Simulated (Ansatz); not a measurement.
# Sensitivity of the G0W0 gap of CdTe (F-43m)

Aim: change settings of a G0W0 run on CdTe (F-43m) and see what moves.

Calculated with Ansatz 0.2.0; G0W0 on PBE, plane waves, PAW; PAW set soft_1.

## Step 1: Starting point

It takes space group F-43m (No. 216, cubic). The conventional cell has a = 6.480 Å, b = 6.480 Å, c = 6.480 Å, α = 90.00°, β = 90.00°, γ = 90.00°. Nearest to Cd lie 4 Te at 2.81 Å. Te has 4 Cd at 2.81 Å nearest. Farther neighbours and most contacts between anions are not listed.

The cell and positions come from the Crystallography Open Database and are kept as given unless a step says otherwise. Spin-orbit coupling is left out unless a step names it.

## Step 2: The base run: 4×4×4 mesh, 154 empty bands, screening to 100 eV, PAW set soft_1 files

G0W0 replaces the xc potential by the self-energy, built once from these orbitals. Only a window of levels is corrected, while the sums run over the empty bands that the input names. This step takes PAW set soft_1 files.

input.yaml reads:

```yaml
crystal:
  lattice:
    - [0.0, 3.24, 3.24]
    - [3.24, 0.0, 3.24]
    - [3.24, 3.24, 0.0]
  atoms:
    - { symbol: Cd, position: [0.0, 0.0, 0.0] }
    - { symbol: Te, position: [0.25, 0.25, 0.25] }
kpoints:
  mp_grid: { grid: [4, 4, 4] }
hamiltonian:
  xc: pbe
  pseudopotentials: { kind: paw, azcp: { folder: soft_1 } }
scf:
  occupations: { method: fixed }
gw:
  n_empty_bands: 154
  ecut_chi: 100
  qp_bands: [v2, c2]
  qp_kpoints: band_edges
  screening: { model: contour_deformation }
```

Command:

```
ansatz run input.yaml --threads 3 --pin off --max-ram 92160MiB --backend cuda --events-out ev --progress --plain --runs-dir out --devices 1 --max-vram 13GiB
```

Numbers of over 12 decimals in the logs are rounded to 6 here.

Log:

```text
GPUs: using 1 of 1 available (devices: 1).
Engine: ansatz 0.2.0, x86_64-unknown-linux-gnu
Pseudopotentials: kind: paw
Pseudopotential: Cd, paw, valence charge 20, recommended cutoff 420 eV (normal), soft_1/Cd.paw.azcp
Pseudopotential: Te, paw, valence charge 16, recommended cutoff 420 eV (normal), soft_1/Te.paw.azcp
Functional definition: PBE
  parameter kappa = 0.804
  parameter beta = 0.066725
  exchange = pbe_x(kappa = kappa, mu = beta*pi^2/3)
  correlation = pbe_c(beta = beta)
device memory: the entry about to start is reckoned to put 1.1 GiB on a device that reports 36.7 GiB free (of which the cap on the GPU budget leaves the run 13.0 GiB)
GPU FFT provider: cuFFT
GPU libraries: cuBLAS 13.8.2, cuFFT 12.4.0, cuSOLVER 12.3.4
Crystal: 2 atoms, lattice volume = 68.024 Å³
Basis set: ecut = 420 eV, 1363 PW (Γ)
Bands: 22, of which v1, the nominal top of the filled ones, is band 18 counted from 1 (17 counted from 0)
Symmetry: 24 space group operations
Space group: F-43m (ITA 216), of the structure as read, at distance tolerance 4.1e-5 Å
k-points: 8 of 64 (time reversal used)
Non-local potential: Cd, projectors of the file, l = 0: 3, l = 1: 2, l = 2: 2, l = 3: 1
Non-local potential: Te, projectors of the file, l = 0: 2, l = 1: 2, l = 2: 2, l = 3: 1
PAW form: soft (Blöchl's): semilocal exchange-correlation on the pseudo side does not see the compensation charge
PAW one-centre angular grid: Cd, 590 points (default); XC on 64 Gauss nodes
PAW one-centre angular grid: Te, 590 points (default); XC on 64 Gauss nodes
Initial density: superposition of atomic densities (chi_scale 0.1, normalization cell, long waves kept (reshape's long-wave potential 0.00 eV rms))
Initial wavefunctions: pseudopotential atomic-orbital guess
GPU buffer pool allocated for 32768 grid points (all kernels)
GPU transforms: local potential and band sums: pruned to the plane-wave sphere, on 30×32×32
Functional: x = pbe(κ = 0.804, μ = 0.219515), c = pbe(β = 0.066725)
SCF iter   1: F=—  HF=-15235.429300 eV  |F-HF|=—  |Δ(HF+E_count)|=         —  Δρ=2.14e-2  dr2=2.13e-1  ethr=3.10e-3  ⟨swp⟩=4.6  Hψ=693  notcnv=0  defer=13
preconditioner: auto → none  [insulator: Δε(μ)=0.675 eV  Ē_g=11.547 eV  n_scr=14 (ndim 8)  ℏωp=19.1 eV  f_vac=0.156  ε∞_Penn≈3.7]
SCF iter   2: F=—  HF=-15235.406208 eV  |F-HF|=—  |Δ(HF+E_count)|=   2.31e-2  Δρ=9.02e-3  dr2=4.50e-2  ethr=5.93e-4  ⟨swp⟩=3.6  Hψ=410  notcnv=0  defer=11
SCF iter   3: F=—  HF=-15235.409749 eV  |F-HF|=—  |Δ(HF+E_count)|=   3.54e-3  Δρ=4.38e-3  dr2=8.37e-3  ethr=1.25e-4  ⟨swp⟩=2.9  Hψ=268  notcnv=0  defer=13
SCF iter   4: F=—  HF=-15235.410429 eV  |F-HF|=—  |Δ(HF+E_count)|=   6.80e-4  Δρ=5.89e-4  dr2=8.66e-5  ethr=2.32e-5  ⟨swp⟩=2.5  Hψ=328  notcnv=0  defer=12
[...]
E_nonlocal   = 186.737276
  E_hartree    = 2737.292735
  E_xc         = -278.864804
  E_vxc        = -297.875958  (∫ρ·V_xc dr)
  E_paw        = -8772.294278  (= ΣΔE_a)
  E_vpaw       = -956.431572  (= ΣTr[D̂ρ^β])
  E_aug_tail   = 0.000394  (compensation charges beyond the density's cutoff)
  E_ewald      = -3912.024287
  E_smearing   = -0.000000  (= −TS)
  E_closure    = 0.000000  (closes the sum)
  Σ components = -15235.410497   (vs F -15235.410497, Δ=0.00e0)
--- Band table (eV; the first three rows and the last of 8) ---
  k-point 0: bands = [... 14 lower, -0.5667, 7.4836, 7.4836, 7.4836, 8.2436, 12.0835, 12.0835, 12.0835]
  k-point 1: bands = [... 14 lower, -0.5670, 4.7536, 7.0541, 7.0541, 9.4647, 12.6353, 12.6353, 12.8449]
  k-point 2: bands = [... 14 lower, -0.2096, 3.0530, 6.7070, 6.7070, 9.2939, 12.6758, 12.6758, 14.5445]
  k-point 7: bands = [... 14 lower, 0.0130, 3.2904, 5.1585, 5.2837, 11.7323, 12.1630, 13.0387, 13.7932]
--- G₀W₀: contour deformation, 7 samples at zero and on the imaginary axis and 2 off it, 64 q-points, 154 empty bands' worth ---
  eigenvalues of the whole cell's RPA ε∞ on this k-mesh (on a slab, of 1 + 4πα/V) = 26.2194, 26.2194, 26.2194; static W/v taken at q = 0 is 0.038140
  bands read: the sum over 172 bands ends inside a degenerate multiplet in 3 slots, whose members it reads at an even weight; the widest, k=0: bands 171 to 173 (counted from 1) at 2/3 each
  gw.qp_kpoints: band_edges: 5 of 8 stored k-points solved, in 1 pass; an edge of the gap read off the rows below is read off those points alone
    valence top: of the k-points left out ik 5 came nearest to being solved in a further pass, in band 18 (counted from 1, as in the quasiparticle table): it holds the edge there only if its correction is more favourable than any solved in that band by at least 0.808 eV; those differ by 0.131 eV
    conduction bottom: of the k-points left out ik 4 came nearest to being solved in a further pass, in band 19 (counted from 1, as in the quasiparticle table): it holds the edge there only if its correction is more favourable than any solved in that band by at least 1.922 eV; those differ by 0.295 eV
    ik  band        ε_KS         Σx   Σc(E_QP)       V_xc       Z   E_QP_lin       E_QP  E_QP is
     0    17      7.4836   -17.9267     1.5818   -15.8956  0.7371     7.0204     7.0344  root
     0    18      7.4836   -17.9267     1.5818   -15.8956  0.7371     7.0204     7.0344  root
     0    19      8.2436    -9.3527    -3.8037   -13.3171  0.7590     8.4056     8.4043  root
     0    20     12.0835    -6.6240    -4.1362   -10.8587  0.7405    12.1825    12.1820  root
     1    17      7.0541   -17.3052     1.6717   -15.1479  0.7338     6.5509     6.5684  root
     1    18      7.0541   -17.3052     1.6717   -15.1479  0.7338     6.5509     6.5684  root
     1    19      9.4647    -8.7070    -3.8480   -12.7008  0.7531     9.6115     9.6104  root
     1    20     12.6353    -6.7439    -4.2702   -11.1248  0.7367    12.7466    12.7459  root
[...]
6    17      5.6167   -15.6897     2.1109   -12.9983  0.7148     5.0044     5.0363  root
     6    18      5.6167   -15.6897     2.1109   -12.9983  0.7148     5.0044     5.0363  root
     6    19     10.0843    -5.9179    -3.5877    -9.3846  0.7624     9.9639     9.9632  root
     6    20     10.1522    -8.1022    -3.7665   -11.9523  0.7519    10.2362    10.2359  root
[key lines of the parts left out:]
SCF converged after 7 iterations
Free energy (F): -15235.410497 eV
Fermi energy:    7.483641 eV
```

It took 15 s on 1 × NVIDIA H100 80GB HBM3 (shared by 6 runs) with 3 threads of AMD EPYC 7R13 (Zen 3), shared host; peak memory 1.1 GiB.

This step gave:

```yaml
bands_summed: 172
rpa_eps_infinity_on_this_mesh_eigenvalues: 26.22, 26.22, 26.22
plane_waves_in_the_screening_matrix: 169
q_points_in_the_mesh: 64
g0w0_gap_on_the_mesh: 1.370 eV
k_of_the_valence_top: 0, 0, 0
k_of_the_conduction_bottom: 0, 0, 0
starting_gap_on_the_mesh: 0.7600 eV
z_at_the_valence_top: 0.7371
z_at_the_conduction_bottom: 0.7590
least_direct_g0w0_gap_on_the_computed_points: 1.370 eV
```

The gap on the mesh goes from 0.76 eV to 1.37 eV, a correction of +0.61 eV. Between the two edge states, bare exchange in place of the xc potential would open the gap by 6.00 eV, and correlation takes back 5.39 eV.

## Step 3: Variant: potentials

Other atomic data (norm-conserving) test the pseudisation: the cutoff goes from 420 to 1120 eV, with the same valence electrons.

This step: G0W0 on PBE, plane waves, norm-conserving pseudopotentials.

Changes to input.yaml since step 2:

```diff
@@ -12,3 +12,3 @@
   xc: pbe
-  pseudopotentials: { kind: paw, azcp: { folder: soft_1 } }
+  pseudopotentials: { kind: nc }
 scf:
```

Log:

```text
GPUs: using 1 of 1 available (devices: 1).
[...]
GPU FFT provider: cuFFT
GPU libraries: cuBLAS 13.8.2, cuFFT 12.4.0, cuSOLVER 12.3.4
Crystal: 2 atoms, lattice volume = 68.024 Å³
Basis set: ecut = 1120 eV, 5817 PW (Γ)
Bands: 22, of which v1, the nominal top of the filled ones, is band 18 counted from 1 (17 counted from 0)
[... 1 set-up line as in the run before ...]
[...]
k-points: 8 of 64 (time reversal used)
[...]
GPU buffer pool allocated for 157464 grid points (all kernels)
[...]
SCF iter   1: F=—  HF=-7619.472714 eV  |F-HF|=—  |Δ(HF+E_count)|=         —  Δρ=2.66e-2  dr2=2.96e-1  ethr=3.10e-3  ⟨swp⟩=5.5  Hψ=700  notcnv=0  defer=11
[...]
SCF iter   7: F=-7619.398795 eV  HF=-7619.398795 eV  |F-HF|=3.05e-9  |Δ(HF+E_count)|=   2.23e-7  Δρ=1.11e-5  dr2=3.97e-8  ethr=2.78e-10  ⟨swp⟩=8.5  Hψ=768  notcnv=0
SCF 1 converged in 7 iterations: F = -7619.398795 eV  dr2 = 3.97e-8
[...]
0    17      7.6799   -17.9026     1.5922   -15.8738  0.7372     7.2303     7.2433  root
     0    18      7.6799   -17.9026     1.5922   -15.8738  0.7372     7.2303     7.2433  root
     0    19      8.4381    -9.3422    -3.8155   -13.3142  0.7590     8.5957     8.5945  root
     0    20     12.2855    -6.6008    -4.1490   -10.8534  0.7405    12.3897    12.3891  root
     1    17      7.2512   -17.2847     1.6803   -15.1301  0.7339     6.7603     6.7768  root
     1    18      7.2512   -17.2847     1.6803   -15.1301  0.7339     6.7603     6.7768  root
     1    19      9.6616    -8.6928    -3.8553   -12.6941  0.7531     9.8087     9.8077  root
     1    20     12.8364    -6.7172    -4.2814   -11.1164  0.7367    12.9550    12.9543  root
[...]
6    17      5.8154   -15.6754     2.1159   -12.9876  0.7148     5.2130     5.2436  root
     6    18      5.8154   -15.6754     2.1159   -12.9876  0.7148     5.2130     5.2436  root
     6    19     10.2834    -5.9031    -3.5947    -9.3747  0.7623    10.1610    10.1603  root
     6    20     10.3521    -8.0684    -3.7717   -11.9261  0.7518    10.4383    10.4380  root
[key lines of the parts left out:]
SCF converged after 7 iterations
Free energy (F): -7619.398795 eV
Fermi energy:    7.679920 eV
```

The job ended after 13 s (1 × NVIDIA H100 80GB HBM3 (shared by 6 runs) with 3 threads; peak memory 1.2 GiB).

The G0W0 gap on the mesh is 1.351 eV.

Against the base:

```tsv
setting	base	variant
files	PAW set soft_1	norm-conserving
```

```tsv
quantity	variant	base
starting gap on the mesh	0.758	0.760
G0W0 gap on the mesh	1.351	1.370
least direct G0W0 gap on the computed points	1.351	1.370
Z at the valence top	0.737	0.737
Z at the conduction bottom	0.759	0.759
```

## Step 4: Variant: potentials

This step: G0W0 on PBE, plane waves, PAW.

Changes to input.yaml since step 3:

```diff
@@ -12,3 +12,3 @@
   xc: pbe
-  pseudopotentials: { kind: nc }
+  pseudopotentials: { kind: paw, source: ansatz }
 scf:
```

Log:

```text
GPUs: using 1 of 1 available (devices: 1).
[...]
GPU FFT provider: cuFFT
GPU libraries: cuBLAS 13.8.2, cuFFT 12.4.0, cuSOLVER 12.3.4
Crystal: 2 atoms, lattice volume = 68.024 Å³
Basis set: ecut = 640 eV, 2445 PW (Γ)
Bands: 22, of which v1, the nominal top of the filled ones, is band 18 counted from 1 (17 counted from 0)
[... 1 set-up line as in the run before ...]
[...]
k-points: 8 of 64 (time reversal used)
[...]
GPU buffer pool allocated for 64000 grid points (all kernels)
[...]
SCF iter   1: F=—  HF=-15239.182913 eV  |F-HF|=—  |Δ(HF+E_count)|=         —  Δρ=2.42e-2  dr2=2.73e-1  ethr=3.10e-3  ⟨swp⟩=5.0  Hψ=663  notcnv=0  defer=11
[...]
SCF iter   7: F=-15239.121135 eV  HF=-15239.121135 eV  |F-HF|=2.68e-9  |Δ(HF+E_count)|=   2.76e-8  Δρ=5.89e-6  dr2=1.31e-8  ethr=2.78e-10  ⟨swp⟩=7.2  Hψ=779  notcnv=0
SCF 1 converged in 7 iterations: F = -15239.121135 eV  dr2 = 1.31e-8
[...]
0    17      7.7974   -17.9104     1.5670   -15.8773  0.7371     7.3159     7.3313  root
     0    18      7.7974   -17.9104     1.5670   -15.8773  0.7371     7.3159     7.3313  root
     0    19      8.5575    -9.3504    -3.8175   -13.3134  0.7590     8.7040     8.7030  root
     0    20     12.3987    -6.6324    -4.1443   -10.8702  0.7405    12.4928    12.4923  root
     1    17      7.3680   -17.2916     1.6583   -15.1330  0.7338     6.8487     6.8677  root
     1    18      7.3680   -17.2916     1.6583   -15.1330  0.7338     6.8487     6.8677  root
     1    19      9.7788    -8.7028    -3.8598   -12.6947  0.7531     9.9118     9.9110  root
     1    20     12.9502    -6.7502    -4.2788   -11.1340  0.7367    13.0557    13.0551  root
[...]
6    17      5.9308   -15.6816     2.1017   -12.9906  0.7148     5.3081     5.3415  root
     6    18      5.9308   -15.6816     2.1017   -12.9906  0.7148     5.3081     5.3415  root
     6    19     10.3982    -5.9135    -3.5949    -9.3799  0.7624    10.2704    10.2696  root
     6    20     10.4664    -8.0852    -3.7768   -11.9317  0.7519    10.5363    10.5361  root
[key lines of the parts left out:]
SCF converged after 7 iterations
Free energy (F): -15239.121135 eV
Fermi energy:    7.797438 eV
```

Run time: 13 s. Hardware: 1 × NVIDIA H100 80GB HBM3 (shared by 6 runs) with 3 threads; peak memory 1.1 GiB; 9.9 s of CPU time.

The G0W0 gap on the mesh is 1.372 eV.

Against the base:

```tsv
setting	base	variant
files	PAW set soft_1	hard PAW
```

```tsv
quantity	variant	base
starting gap on the mesh	0.760	0.760
G0W0 gap on the mesh	1.372	1.370
least direct G0W0 gap on the computed points	1.372	1.370
Z at the valence top	0.737	0.737
Z at the conduction bottom	0.759	0.759
```

## Step 5: Variant: frequency model

A plasmon pole stands in for the full frequency dependence of the screening; this run shows what that costs in accuracy.

This step: G0W0 on PBE, plane waves, PAW; PAW set soft_1.

input.yaml, the sections that differ from step 4:

```yaml
hamiltonian:
  xc: pbe
  pseudopotentials: { kind: paw, azcp: { folder: soft_1 } }
gw:
  n_empty_bands: 154
  ecut_chi: 100
  qp_bands: [v2, c2]
  qp_kpoints: band_edges
  screening: { model: godby_needs }
# crystal, kpoints, scf: as in step 4
```

Log:

```text
GPUs: using 1 of 1 available (devices: 1).
[...]
GPU FFT provider: cuFFT
GPU libraries: cuBLAS 13.8.2, cuFFT 12.4.0, cuSOLVER 12.3.4
Crystal: 2 atoms, lattice volume = 68.024 Å³
Basis set: ecut = 420 eV, 1363 PW (Γ)
Bands: 22, of which v1, the nominal top of the filled ones, is band 18 counted from 1 (17 counted from 0)
[... 1 set-up line as in the run before ...]
[...]
k-points: 8 of 64 (time reversal used)
[...]
GPU buffer pool allocated for 32768 grid points (all kernels)
[...]
SCF iter   1: F=—  HF=-15235.429300 eV  |F-HF|=—  |Δ(HF+E_count)|=         —  Δρ=2.14e-2  dr2=2.13e-1  ethr=3.10e-3  ⟨swp⟩=4.6  Hψ=693  notcnv=0  defer=13
[...]
SCF iter   7: F=-15235.410497 eV  HF=-15235.410497 eV  |F-HF|=1.50e-8  |Δ(HF+E_count)|=   1.78e-7  Δρ=3.60e-6  dr2=1.03e-8  ethr=2.78e-10  ⟨swp⟩=7.9  Hψ=795  notcnv=0
SCF 1 converged in 7 iterations: F = -15235.410497 eV  dr2 = 1.03e-8
[...]
0    17      7.4836   -17.9267     1.5485   -15.8956  0.7928     6.9997     7.0011  root
     0    18      7.4836   -17.9267     1.5485   -15.8956  0.7928     6.9997     7.0011  root
     0    19      8.2436    -9.3527    -3.7539   -13.3171  0.8081     8.4544     8.4541  root
     0    20     12.0835    -6.6240    -4.1559   -10.8587  0.8039    12.1623    12.1623  root
     1    17      7.0541   -17.3052     1.6197   -15.1479  0.7919     6.5147     6.5165  root
     1    18      7.0541   -17.3052     1.6197   -15.1479  0.7919     6.5147     6.5165  root
     1    19      9.4647    -8.7070    -3.8220   -12.7008  0.8054     9.6367     9.6364  root
     1    20     12.6353    -6.7439    -4.2739   -11.1248  0.8016    12.7423    12.7422  root
[...]
6    17      5.6167   -15.6897     1.9823   -12.9983  0.7865     4.9040     4.9076  root
     6    18      5.6167   -15.6897     1.9823   -12.9983  0.7865     4.9040     4.9076  root
     6    19     10.0843    -5.9179    -3.6381    -9.3846  0.8158     9.9130     9.9128  root
     6    20     10.1522    -8.1022    -3.7693   -11.9523  0.8056    10.2331    10.2330  root
[key lines of the parts left out:]
SCF converged after 7 iterations
Free energy (F): -15235.410497 eV
Fermi energy:    7.483641 eV
```

Wall time 12 s (1 × NVIDIA H100 80GB HBM3 (shared by 6 runs) with 3 threads); peak memory 1.1 GiB.

The G0W0 gap on the mesh is 1.453 eV.

Against the base:

```tsv
setting	base	variant
frequency model	contour deformation	plasmon pole
```

```tsv
quantity	variant	base
starting gap on the mesh	0.760	0.760
G0W0 gap on the mesh	1.453	1.370
least direct G0W0 gap on the computed points	1.453	1.370
Z at the valence top	0.793	0.737
Z at the conduction bottom	0.808	0.759
```

## Step 6: What came out

| Property | Result |
| --- | --- |
| base | 1.37 eV, 15 s |
| potentials | 1.35 eV, 13 s |
| potentials | 1.37 eV, 13 s |
| frequency model | 1.45 eV, 12 s |

**Reading.** Potentials: the gap moves by −0.02 eV (the plane-wave cutoff goes from 420 to 1120 eV). Potentials: the gap moves by +0.002 eV (the plane-wave cutoff goes from 420 to 640 eV). Frequency model: the gap moves by +0.08 eV. All runs here use a coarse mesh and modest cutoffs; they test settings and are not final values. The 4×4×4 mesh is coarse for this cell (its supercell is 18 Å along the shortest edge). The RPA ε∞ on it, from the PBE start, is 26.22; such meshes misread the long-range screening, most where the gap is narrow. The RPA ε∞ on this mesh reaches over 25; with a narrow direct gap a coarse mesh can overstate it, and the correction is then too small. The many-body steps are scalar-relativistic: spin-orbit coupling is not in them.

[Paths, hosts, dates, memory and timing lines, banners, echoed tables and standing remarks are left out of the program output.]

[Logs are printed without paths, hosts, clocks, repeated set-up lines and the standing remarks that a program may print on its own settings, such as how far it seeks lower states.]

[Runs of the session that timed out or met a known fault of the program may be left out.]

[Cells called generated may have been cut or substituted from an entry of the Crystallography Open Database or the Materials Project.]

[Hosts, paths, dates, database ids (printed as entryN), source tags and the programs' standing remarks are cut or masked in the printed files.]
